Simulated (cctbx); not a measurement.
**Symmetry from intensities**

Cell: a = 9.0740 Å, b = 9.0740 Å, c = 5.6560 Å, α = 90.00°, β = 90.00°, γ = 90.00°. Expected content of the cell: Lu4 Ge2 S14 Be4.

The data are simulated with cctbx, not measured: Mo Kα, λ = 0.71073 Å, to d = 0.65 Å, 50 % of the full sphere, strongest reflection 40000 counts, noise from counting, a 4 % proportional error and a noise floor of 2 counts (s.d.); no absorption.

A first pass over the reflections prints:

```text
3547 reflections to d = 0.651 A
centring   violations  <I/sigma> of those
    A       1691 of  1781     16.2
    B       1671 of  1762     16.3
    C       1686 of  1767     15.7
    I       1673 of  1763     15.9
    R       2263 of  2378     16.1
    F       2524 of  2655     16.1
Laue class    unique    Rint  (classes that these axes allow; Friedel mates merged)
P -1             2691   0.034
P 1 2/m 1        1744   0.035
P 1 1 2/m        1777   0.035
P 2/m 1 1        1742   0.035
P m m m          1051   0.037
P 4/m             966   0.038
P 4/m m m         574   0.039
space group    extra absences  I>4sigma  <I/sigma>
P 4 2 2                 0          0         -  acentric
P 4 21 2               17          0       0.3  acentric
P 4 m m                 0          0         -  acentric
P -4 2 m                0          0         -  acentric
P -4 21 m              17          0       0.3  acentric
P -4 m 2                0          0         -  acentric
P 4/m m m               0          0         -  centric
Wilson B = 1.92 A^2   <|E^2-1|> = 0.723 (0.968 centric, 0.736 acentric)   E^2>4: 0.5 %
shell (A)         n   <I/sigma>
 9.07 - 1.30     88     34.6
 1.30 - 1.03     78     37.8
 1.03 - 0.90     69     32.8
 0.90 - 0.82     65     33.2
 0.82 - 0.76     69     29.1
 0.76 - 0.72     67     30.3
 0.72 - 0.68     70     26.2
 0.68 - 0.65     68     27.3
```

**Question.** What are the lattice type, the Laue class and the likely space group?

Every centring test has many violations, so the lattice is primitive.

Rint stays low (0.034 to 0.039) up to P 4/m m m, the highest class in these axes.

7 settings pass the absence test. The most absences obeyed, 17, belong to P 4 21 2 and P -4 21 m, which absences can't tell apart.

⟨|E²−1|⟩ = 0.723 leans to a non-centrosymmetric structure. The Wilson B of 1.92 Å² means U ≈ 0.0243 Å².

The true group is P-42_1m (no. 113), Laue class 4/mmm, non-centrosymmetric. The tables only narrow the choice to the tied entries; cell content, site symmetry and trial solutions must settle it.

The model is made up (kin elements in a known structure type, no relaxation), so it says nothing on whether the phase exists.

[Logs are printed without paths, hosts, clocks, repeated set-up lines and the standing remarks that a program may print on its own settings, such as how far it seeks lower states.]
